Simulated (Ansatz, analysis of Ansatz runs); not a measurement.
# B-H pair in alpha-quartz: local vibrational mode against experiment

How near does this set-up come to the measured local vibrational mode? Subject: B-H pair in alpha-quartz. Set-up: PBE, 72-site cell, PBE lattice, 420 eV, k: 2x2x2 shifted 0.5 0.5 0.5. The model is a cell of 72 host atoms with B put on another atom's site and H put in between. The frequencies come from force constants among the defect atom and its neighbours, with the masses of the isotopes named. This set-up takes another sampling or smearing than the usual one for this cell.

**The experiment.** O-H stretch, 1H: 3595 cm⁻¹ at 300 K, by diffuse reflectance FTIR with peak fitting (“Structural evolution of water and hydroxyl groups during thermal, mechanical and chemical treatment of high purity natural quartz”, 2020, pmc:9055915). The calculation is set beside it at the end.

Calculated with Ansatz 0.2.0; plane-wave PAW DFT, PBE; relaxation of all atoms of a defect supercell.

### 1. The structure

The cell holds 73 atoms: 23 Si, 48 O, 1 B and 1 H. Cell: a = 10.037 Å, b = 10.037 Å, c = 11.018 Å, α = 90.0°, β = 90.0°, γ = 120.0°. It derives from SiO2 (space group P3_221). Nearest the centre at fractional (0.246, 0.226, 0.471): H73 at 0.43 Å, B12 at 0.89 Å, O4 at 1.43 Å, O9 at 1.81 Å, O16 at 1.82 Å, O15 at 1.84 Å, Si1 at 2.70 Å, Si19 at 3.17 Å.

The host's primitive cell comes from a first run (plane-wave PAW DFT, PBE; relaxation of the host's cell and atoms): vectors of 5.018, 5.018 and 5.509 Å. That is 13.35 Å³ an atom, 6.1 % over the diffraction cell's volume. The supercell is built on it.

### 2. Relaxation, charge 0

Every later number rests on the structure around the defect, so the atoms are relaxed at the host's lattice first.

File relax/input.yaml:

```yaml
relax:
  f_tol: 0.01
  max_steps: 80
  random_displacement: { amplitude: 0.02, seed: 944 }
crystal:
  lattice:
    - [10.03667685, 0.0, 0.0]
    - [-5.01833842, 8.69201712, 0.0]
    - [0.0, 0.0, 11.01794798]
  atoms:
    - { symbol: Si, position: [0.238184539, 0.0, 0.333333333] }
    - { symbol: Si, position: [0.0, 0.238184539, 0.166666667] }
    - { symbol: Si, position: [0.261815461, 0.261815461, 0.0] }
    - { symbol: O, position: [0.198334715, 0.10811067, 0.38082311] }
    - { symbol: O, position: [0.37193999, 0.079143431, 0.230475271] }
    - { symbol: O, position: [0.420856569, 0.292796559, 0.063808605] }
    - { symbol: O, position: [0.12806001, 0.207203441, 0.102858062] }
    - { symbol: O, position: [0.079143431, 0.37193999, 0.269524729] }
    - { symbol: O, position: [0.292796559, 0.420856569, 0.436191395] }
    - { symbol: Si, position: [0.238184539, 0.0, 0.833333333] }
    - { symbol: Si, position: [0.0, 0.238184539, 0.666666667] }
    - { symbol: B, position: [0.277776024, 0.297721971, 0.52937026] }
    - { symbol: O, position: [0.207203441, 0.12806001, 0.897141938] }
    - { symbol: O, position: [0.37193999, 0.079143431, 0.730475271] }
    - { symbol: O, position: [0.420856569, 0.292796559, 0.563808605] }
    - { symbol: O, position: [0.12806001, 0.207203441, 0.602858062] }
    - { symbol: O, position: [0.079143431, 0.37193999, 0.769524729] }
    - { symbol: O, position: [0.292796559, 0.420856569, 0.936191395] }
    - { symbol: Si, position: [0.238184539, 0.5, 0.333333333] }
    - { symbol: Si, position: [0.0, 0.738184539, 0.166666667] }
    - { symbol: Si, position: [0.261815461, 0.761815461, 0.0] }
    - { symbol: O, position: [0.207203441, 0.62806001, 0.397141938] }
    - { symbol: O, position: [0.37193999, 0.579143431, 0.230475271] }
    - { symbol: O, position: [0.420856569, 0.792796559, 0.063808605] }
    - { symbol: O, position: [0.12806001, 0.707203441, 0.102858062] }
    - { symbol: O, position: [0.079143431, 0.87193999, 0.269524729] }
    - { symbol: O, position: [0.292796559, 0.920856569, 0.436191395] }
    - { symbol: Si, position: [0.238184539, 0.5, 0.833333333] }
    - { symbol: Si, position: [0.0, 0.738184539, 0.666666667] }
    - { symbol: Si, position: [0.261815461, 0.761815461, 0.5] }
    - { symbol: O, position: [0.207203441, 0.62806001, 0.897141938] }
    - { symbol: O, position: [0.37193999, 0.579143431, 0.730475271] }
    - { symbol: O, position: [0.420856569, 0.792796559, 0.563808605] }
    - { symbol: O, position: [0.12806001, 0.707203441, 0.602858062] }
    - { symbol: O, position: [0.079143431, 0.87193999, 0.769524729] }
    - { symbol: O, position: [0.292796559, 0.920856569, 0.936191395] }
    - { symbol: Si, position: [0.738184539, 0.0, 0.333333333] }
    - { symbol: Si, position: [0.5, 0.238184539, 0.166666667] }
    - { symbol: Si, position: [0.761815461, 0.261815461, 0.0] }
    - { symbol: O, position: [0.707203441, 0.12806001, 0.397141938] }
    - { symbol: O, position: [0.87193999, 0.079143431, 0.230475271] }
    - { symbol: O, position: [0.920856569, 0.292796559, 0.063808605] }
    - { symbol: O, position: [0.62806001, 0.207203441, 0.102858062] }
    - { symbol: O, position: [0.579143431, 0.37193999, 0.269524729] }
    - { symbol: O, position: [0.792796559, 0.420856569, 0.436191395] }
    - { symbol: Si, position: [0.738184539, 0.0, 0.833333333] }
    - { symbol: Si, position: [0.5, 0.238184539, 0.666666667] }
    - { symbol: Si, position: [0.761815461, 0.261815461, 0.5] }
    - { symbol: O, position: [0.707203441, 0.12806001, 0.897141938] }
    - { symbol: O, position: [0.87193999, 0.079143431, 0.730475271] }
    - { symbol: O, position: [0.920856569, 0.292796559, 0.563808605] }
    - { symbol: O, position: [0.62806001, 0.207203441, 0.602858062] }
    - { symbol: O, position: [0.579143431, 0.37193999, 0.769524729] }
    - { symbol: O, position: [0.792796559, 0.420856569, 0.936191395] }
    - { symbol: Si, position: [0.738184539, 0.5, 0.333333333] }
    - { symbol: Si, position: [0.5, 0.738184539, 0.166666667] }
    - { symbol: Si, position: [0.761815461, 0.761815461, 0.0] }
    - { symbol: O, position: [0.707203441, 0.62806001, 0.397141938] }
    - { symbol: O, position: [0.87193999, 0.579143431, 0.230475271] }
    - { symbol: O, position: [0.920856569, 0.792796559, 0.063808605] }
    - { symbol: O, position: [0.62806001, 0.707203441, 0.102858062] }
    - { symbol: O, position: [0.579143431, 0.87193999, 0.269524729] }
    - { symbol: O, position: [0.792796559, 0.920856569, 0.436191395] }
    - { symbol: Si, position: [0.738184539, 0.5, 0.833333333] }
    - { symbol: Si, position: [0.5, 0.738184539, 0.666666667] }
    - { symbol: Si, position: [0.761815461, 0.761815461, 0.5] }
    - { symbol: O, position: [0.707203441, 0.62806001, 0.897141938] }
    - { symbol: O, position: [0.87193999, 0.579143431, 0.730475271] }
    - { symbol: O, position: [0.920856569, 0.792796559, 0.563808605] }
    - { symbol: O, position: [0.62806001, 0.707203441, 0.602858062] }
    - { symbol: O, position: [0.579143431, 0.87193999, 0.769524729] }
    - { symbol: O, position: [0.792796559, 0.920856569, 0.936191395] }
    - { symbol: H, position: [0.233984441, 0.18832701, 0.446334938] }
basis:
  ecutwfc: 420
  xc_grid: 2
hamiltonian:
  xc: pbe
kpoints:
  mp_grid: { grid: [2, 2, 2], shift: [0.5, 0.5, 0.5] }
scf:
  occupations: { method: fermi_dirac, width: 0.01 }
  max_iter: 120
output:
  forces: true
checkpoint:
  write: "../relax.run"
  compress: false
  write_wavefunctions: true
  write_every: 100000
```

Started as:

```bash
$ ansatz run input.yaml --threads 4 --pin off --max-ram 7536MiB --backend cpu --events-out ev --progress --plain --runs-dir out
```

Numbers of over 12 decimals in the logs are rounded to 6 here.

The log of the run:

```text
[... repeated set-up lines and file paths are left out, and long positions are rounded to six places ...]
Engine: ansatz 0.2.0, aarch64-unknown-linux-gnu
Pseudopotentials: kind: paw
Pseudopotential: Si, paw, valence charge 4, recommended cutoff 420 eV (normal), Si.paw.azcp
Pseudopotential: O, paw, valence charge 6, recommended cutoff 420 eV (normal), O.paw.azcp
Pseudopotential: B, paw, valence charge 3, recommended cutoff 420 eV (normal), B.paw.azcp
Pseudopotential: H, paw, valence charge 1, recommended cutoff 420 eV (normal), H.paw.azcp
Functional definition: PBE
  parameter kappa = 0.804
  parameter beta = 0.066725
  exchange = pbe_x(kappa = kappa, mu = beta*pi^2/3)
  correlation = pbe_c(beta = beta)
Crystal: 73 atoms, lattice volume = 961.194 Å³
Basis set: ecut = 420 eV, 18781 PW (Γ), exchange–correlation on 144×144×150 points (8 copies of the dense FFT grid, shifted against one another)
Bands: 265, of which v1, the nominal top of the filled ones, is band 192 counted from 1 (191 counted from 0)
Symmetry: 1 space group operations
k-points: 4 of 8 (time reversal used)
Non-local potential: Si, projectors of the file, l = 0: 2, l = 1: 2, l = 2: 2
Non-local potential: O, projectors of the file, l = 0: 2, l = 1: 2, l = 2: 1
Non-local potential: B, projectors of the file, l = 0: 2, l = 1: 2, l = 2: 1
Non-local potential: H, projectors of the file, l = 0: 2, l = 1: 1
PAW form: soft (Blöchl's): semilocal exchange-correlation on the pseudo side does not see the compensation charge
PAW one-centre angular grid: Si, 110 points (default); XC on 64 Gauss nodes
PAW one-centre angular grid: O, 110 points (default); XC on 64 Gauss nodes
PAW one-centre angular grid: B, 110 points (default); XC on 64 Gauss nodes
PAW one-centre angular grid: H, 110 points (default); XC on 64 Gauss nodes
Initial density: superposition of atomic densities (neutral atoms: chi_scale 0, normalization atom), corrected by the library's trained network
Initial wavefunctions: pseudopotential atomic-orbital guess
Functional: x = pbe(κ = 0.804, μ = 0.219515), c = pbe(β = 0.066725)
SCF iter   1: F=—  HF=-42107.661647 eV  |F-HF|=—  |Δ(HF+E_count)|=         —  Δρ=3.64e-3  dr2=1.85e-1  ethr=1.77e-3  ⟨swp⟩=6.5  Hψ=4833  notcnv=0  defer=174
preconditioner: auto → Resta (q_TF=auto, 2.341 Å⁻¹)  ε∞=3.0  [insulator: Δε(μ)=4.121 eV  Ē_g=16.597 eV  σ=0.010 eV  W_gap=1.00  n_scr=212 (ndim 8)  ℏωp=23.5 eV  f_vac=0.151  D(μ)=0.00/eV (n_scr^D=0)  ε∞_Penn≈3.0]
SCF iter   2: F=—  HF=-42107.630336 eV  |F-HF|=—  |Δ(HF+E_count)|=   3.13e-2  Δρ=1.79e-3  dr2=4.10e-2  ethr=4.81e-5  ⟨swp⟩=3.0  Hψ=2029  notcnv=0  defer=271
SCF iter   3: F=—  HF=-42107.621543 eV  |F-HF|=—  |Δ(HF+E_count)|=   8.79e-3  Δρ=7.81e-4  dr2=1.04e-2  ethr=1.07e-5  ⟨swp⟩=3.8  Hψ=1601  notcnv=0  defer=271
SCF iter   4: F=—  HF=-42107.618467 eV  |F-HF|=—  |Δ(HF+E_count)|=   3.08e-3  Δρ=3.03e-4  dr2=9.21e-4  ethr=2.70e-6  ⟨swp⟩=2.5  Hψ=1580  notcnv=0  defer=271
SCF iter   5: F=—  HF=-42107.617341 eV  |F-HF|=—  |Δ(HF+E_count)|=   1.13e-3  Δρ=1.80e-4  dr2=2.57e-4  ethr=2.40e-7  ⟨swp⟩=2.0  Hψ=1832  notcnv=0  defer=271
SCF iter   6: F=—  HF=-42107.617308 eV  |F-HF|=—  |Δ(HF+E_count)|=   3.30e-5  Δρ=4.45e-5  dr2=1.72e-5  ethr=6.68e-8  ⟨swp⟩=2.0  Hψ=1561  notcnv=0  defer=271
SCF iter   7: F=—  HF=-42107.617317 eV  |F-HF|=—  |Δ(HF+E_count)|=   8.52e-6  Δρ=2.10e-5  dr2=3.65e-6  ethr=4.49e-9  ⟨swp⟩=2.0  Hψ=1557  notcnv=0  defer=271
SCF iter   8: F=-42107.617317 eV  HF=-42107.617317 eV  |F-HF|=9.74e-8  |Δ(HF+E_count)|=   4.03e-7  Δρ=7.52e-6  dr2=4.55e-7  ethr=6.51e-10  ⟨swp⟩=4.0  Hψ=3184  notcnv=0
SCF 1 converged in 8 iterations: F = -42107.617317 eV  dr2 = 4.55e-7
  greatest PAW one-centre occupation: 0.879 electrons in one spin orbital (limit 2), on the O atom at site 3 (counted from 0), in its partial waves of l = 0
relax step   1: F+E_penalty+E_count = -42107.61731740 eV  Δ(F+E_penalty+E_count) = +0.000e0 eV  max|allowed force component| = 8.144e0 eV/Å  Δτ_max = 0.0000 Å  (8 SCF iters, dr2 threshold 2.50e-6 eV, accepted)
[... the SCF cycles and remarks between the steps are left out from here to the last step ...]
relax step   2: F+E_penalty+E_count = -42110.34036277 eV  Δ(F+E_penalty+E_count) = -2.723e0 eV  max|allowed force component| = 3.849e0 eV/Å  Δτ_max = 0.1914 Å  (6 SCF iters, dr2 threshold 1.00e-4 eV, accepted)
relax step   3: F+E_penalty+E_count = -42111.42587084 eV  Δ(F+E_penalty+E_count) = -1.086e0 eV  max|allowed force component| = 1.593e0 eV/Å  Δτ_max = 0.1943 Å  (6 SCF iters, dr2 threshold 1.00e-4 eV, accepted)
relax step   4: F+E_penalty+E_count = -42111.72091966 eV  Δ(F+E_penalty+E_count) = -2.950e-1 eV  max|allowed force component| = 5.202e-1 eV/Å  Δτ_max = 0.2000 Å  (6 SCF iters, dr2 threshold 1.00e-4 eV, accepted)
relax step   5: F+E_penalty+E_count = -42111.82668818 eV  Δ(F+E_penalty+E_count) = -1.058e-1 eV  max|allowed force component| = 3.119e-1 eV/Å  Δτ_max = 0.2000 Å  (6 SCF iters, dr2 threshold 2.89e-5 eV, accepted)
relax step   6: F+E_penalty+E_count = -42111.87102273 eV  Δ(F+E_penalty+E_count) = -4.433e-2 eV  max|allowed force component| = 4.128e-1 eV/Å  Δτ_max = 0.1946 Å  (6 SCF iters, dr2 threshold 1.04e-5 eV, accepted)
relax step   7: F+E_penalty+E_count = -42111.93556877 eV  Δ(F+E_penalty+E_count) = -6.455e-2 eV  max|allowed force component| = 1.026e0 eV/Å  Δτ_max = 0.1951 Å  (5 SCF iters, dr2 threshold 6.13e-5 eV, accepted)
relax step   8: F+E_penalty+E_count = -42112.02223954 eV  Δ(F+E_penalty+E_count) = -8.667e-2 eV  max|allowed force component| = 1.067e0 eV/Å  Δτ_max = 0.2000 Å  (5 SCF iters, dr2 threshold 1.00e-4 eV, accepted)
relax step   9: F+E_penalty+E_count = -42112.16086503 eV  Δ(F+E_penalty+E_count) = -1.386e-1 eV  max|allowed force component| = 5.208e-1 eV/Å  Δτ_max = 0.2000 Å  (6 SCF iters, dr2 threshold 1.00e-4 eV, accepted)
relax step  10: F+E_penalty+E_count = -42112.21648597 eV  Δ(F+E_penalty+E_count) = -5.562e-2 eV  max|allowed force component| = 9.876e-1 eV/Å  Δτ_max = 0.2000 Å  (5 SCF iters, dr2 threshold 6.46e-5 eV, accepted)
relax step  11: F+E_penalty+E_count = -42112.27356336 eV  Δ(F+E_penalty+E_count) = -5.708e-2 eV  max|allowed force component| = 1.873e-1 eV/Å  Δτ_max = 0.2000 Å  (5 SCF iters, dr2 threshold 1.00e-4 eV, accepted)
relax step  12: F+E_penalty+E_count = -42112.28435955 eV  Δ(F+E_penalty+E_count) = -1.080e-2 eV  max|allowed force component| = 2.559e-1 eV/Å  Δτ_max = 0.2000 Å  (7 SCF iters, dr2 threshold 2.19e-6 eV, accepted)
relax step  13: F+E_penalty+E_count = -42112.29535067 eV  Δ(F+E_penalty+E_count) = -1.099e-2 eV  max|allowed force component| = 1.787e-1 eV/Å  Δτ_max = 0.0390 Å  (5 SCF iters, dr2 threshold 4.09e-6 eV, accepted)
relax step  14: F+E_penalty+E_count = -42112.30350345 eV  Δ(F+E_penalty+E_count) = -8.153e-3 eV  max|allowed force component| = 2.586e-1 eV/Å  Δτ_max = 0.2000 Å  (6 SCF iters, dr2 threshold 1.56e-5 eV, accepted)
relax step  15: F+E_penalty+E_count = -42112.30690872 eV  Δ(F+E_penalty+E_count) = -3.405e-3 eV  max|allowed force component| = 6.421e-2 eV/Å  Δτ_max = 0.0320 Å  (4 SCF iters, dr2 threshold 3.26e-5 eV, accepted)
relax step  16: F+E_penalty+E_count = -42112.30867764 eV  Δ(F+E_penalty+E_count) = -1.769e-3 eV  max|allowed force component| = 5.513e-2 eV/Å  Δτ_max = 0.0298 Å  (7 SCF iters, dr2 threshold 2.58e-7 eV, accepted)
relax step  17: F+E_penalty+E_count = -42112.31005758 eV  Δ(F+E_penalty+E_count) = -1.380e-3 eV  max|allowed force component| = 3.567e-2 eV/Å  Δτ_max = 0.0359 Å  (7 SCF iters, dr2 threshold 1.90e-7 eV, accepted)
relax step  18: F+E_penalty+E_count = -42112.31019106 eV  Δ(F+E_penalty+E_count) = -1.335e-4 eV  max|allowed force component| = 1.522e-2 eV/Å  Δτ_max = 0.0128 Å  (5 SCF iters, dr2 threshold 5.32e-7 eV, accepted)
SCF iter   1: F=—  HF=-42112.311149 eV  |F-HF|=—  |Δ(HF+E_count)|=         —  Δρ=2.94e-4  dr2=3.61e-4  ethr=8.81e-7  ⟨swp⟩=5.0  Hψ=2529  notcnv=0  defer=264
SCF iter   2: F=—  HF=-42112.311095 eV  |F-HF|=—  |Δ(HF+E_count)|=   5.48e-5  Δρ=1.52e-4  dr2=1.01e-4  ethr=9.41e-8  ⟨swp⟩=1.8  Hψ=1224  notcnv=0  defer=264
SCF iter   3: F=—  HF=-42112.311073 eV  |F-HF|=—  |Δ(HF+E_count)|=   2.19e-5  Δρ=2.61e-5  dr2=4.01e-6  ethr=2.63e-8  ⟨swp⟩=2.0  Hψ=1471  notcnv=0  defer=264
SCF iter   4: F=—  HF=-42112.310235 eV  |F-HF|=—  |Δ(HF+E_count)|=   8.38e-4  Δρ=9.89e-6  dr2=5.73e-7  ethr=1.04e-9  ⟨swp⟩=3.5  Hψ=1807  notcnv=0  defer=264
SCF iter   5: F=-42112.310235 eV  HF=-42112.310235 eV  |F-HF|=1.34e-8  |Δ(HF+E_count)|=   1.10e-7  Δρ=2.85e-6  dr2=6.67e-8  ethr=2.60e-11  ⟨swp⟩=4.5  Hψ=3346  notcnv=0
SCF 19 converged in 5 iterations: F = -42112.310235 eV  dr2 = 6.67e-8
relax step  19: F+E_penalty+E_count = -42112.31023470 eV  Δ(F+E_penalty+E_count) = -4.364e-5 eV  max|allowed force component| = 6.059e-3 eV/Å  Δτ_max = 0.0054 Å  (5 SCF iters, accepted)
NSCF: frozen V_eff on 4 k-points
the band table was solved once a step of the walk had ended and its energy, with any forces and stress, was formed, with the checks that follow a solve (5079 applications of the Hamiltonian). They found nothing against the state; [...]
SCF converged after 5 iterations
Free energy (F): -42112.310235 eV
Harris-Foulkes:  -42112.310235 eV  (|F-HF|=1.34e-8)
Internal energy: -42112.310235 eV  (E = F + TS)
E sigma→0 (E₀):  -42112.310235 eV
Fermi energy:    5.008532 eV
--- Per-component energies (eV) ---
  E_band       = -1860.677960
  E_kinetic    = 9645.052902
  E_local      = -24535.604128  (includes V_loc(G=0)·N_el)
  E_nonlocal   = 2865.120757
  E_hartree    = 8838.509019
  E_xc         = -4876.150090
  E_vxc        = -5677.418803  (∫ρ·V_xc dr)
  E_paw        = -19512.385242  (= ΣΔE_a)
  E_vpaw       = -1834.969603  (= ΣTr[D̂ρ^β])
  E_aug_tail   = 0.123277  (compensation charges beyond the density's cutoff)
  E_ewald      = -14536.976730
  E_smearing   = -0.000000  (= −TS)
  E_closure    = -0.000000  (closes the sum)
  Σ components = -42112.310235   (vs F -42112.310235, Δ=0.00e0)
--- Forces (eV/Å), atoms counted from 1 ---
  atom   1  Si     0.00007547     0.00376457     0.00370532
  atom   2  Si     0.00046493    -0.00034670     0.00118372
  [... 1 atom left out ...]
  atom   4  O      0.00274022     0.00005736    -0.00092771
  [... 4 atoms left out ...]
  atom   9  O      0.00109847     0.00025878     0.00139668
  [... 1 atom left out ...]
  atom  11  Si    -0.00499298    -0.00263266     0.00276844
  atom  12  B      0.00605799     0.00030374    -0.00344165
  [... 2 atoms left out ...]
  atom  15  O     -0.00086313     0.00134232    -0.00158643
  atom  16  O     -0.00183758     0.00150220     0.00228832
  [... 2 atoms left out ...]
  atom  19  Si     0.00144478    -0.00133777    -0.00067642
  [... 27 atoms left out ...]
  atom  47  Si    -0.00066219    -0.00047874    -0.00216831
  [... 25 atoms left out ...]
  atom  73  H     -0.00215173    -0.00089113     0.00039717
  max |Σ_I F_I| component: 7.02e-5 eV/Å
--- Band table (eV) ---
  k-point 0: bands = ["-17.1730", "-17.0393", "-17.0017", "-16.9624", [... 257 left out ...] "13.6686", "13.7144", "13.8126", "13.8608"]
  k-point 1: bands = ["-17.1701", "-17.0471", "-17.0028", "-16.9655", [... 257 left out ...] "13.6615", "13.7187", "13.7878", "13.8275"]
  [... further k-points left out ...]
--- Relaxed structure (19 steps of the walk, 19 accepted, 0 SCFs on fresh bases) ---
  F+E_penalty+E_count = -42112.31023470 eV   max|allowed force component| = 6.059e-3 eV/Å
  atoms:
    - { symbol: Si, position: [0.229821, -0.013795, 0.330254] }
    - { symbol: Si, position: [0.001497, 0.244279, 0.169043] }
    [... 1 atom left out ...]
    - { symbol: O, position: [0.177738, 0.104282, 0.386322] }
    [... 4 atoms left out ...]
    - { symbol: O, position: [0.301132, 0.422072, 0.447415] }
    [... 1 atom left out ...]
    - { symbol: Si, position: [0.010191, 0.252540, 0.668476] }
    - { symbol: B, position: [0.281380, 0.316335, 0.535477] }
    [... 2 atoms left out ...]
    - { symbol: O, position: [0.407437, 0.303724, 0.567330] }
    - { symbol: O, position: [0.145246, 0.235913, 0.600567] }
    [... 2 atoms left out ...]
    - { symbol: Si, position: [0.243262, 0.495621, 0.343030] }
    [... 27 atoms left out ...]
    - { symbol: Si, position: [0.489653, 0.244011, 0.663106] }
    [... 25 atoms left out ...]
    - { symbol: H, position: [0.071504, 0.053705, 0.414572] }
```

Wall time 13 min (4 threads of Arm Neoverse V1, shared host); peak memory 4.9 GiB.

(Continued in part 2 of 2.)

[Logs are printed without paths, hosts, clocks, repeated set-up lines and the standing remarks that a program may print on its own settings, such as how far it seeks lower states.]

[Hosts, paths, dates, database ids (printed as entryN), source tags and the programs' standing remarks are cut or masked in the printed files.]

[For some hosts the program warned that the k-mesh of the response run may be too coarse for force constants and the static dielectric constant; such warnings are not shown here.]
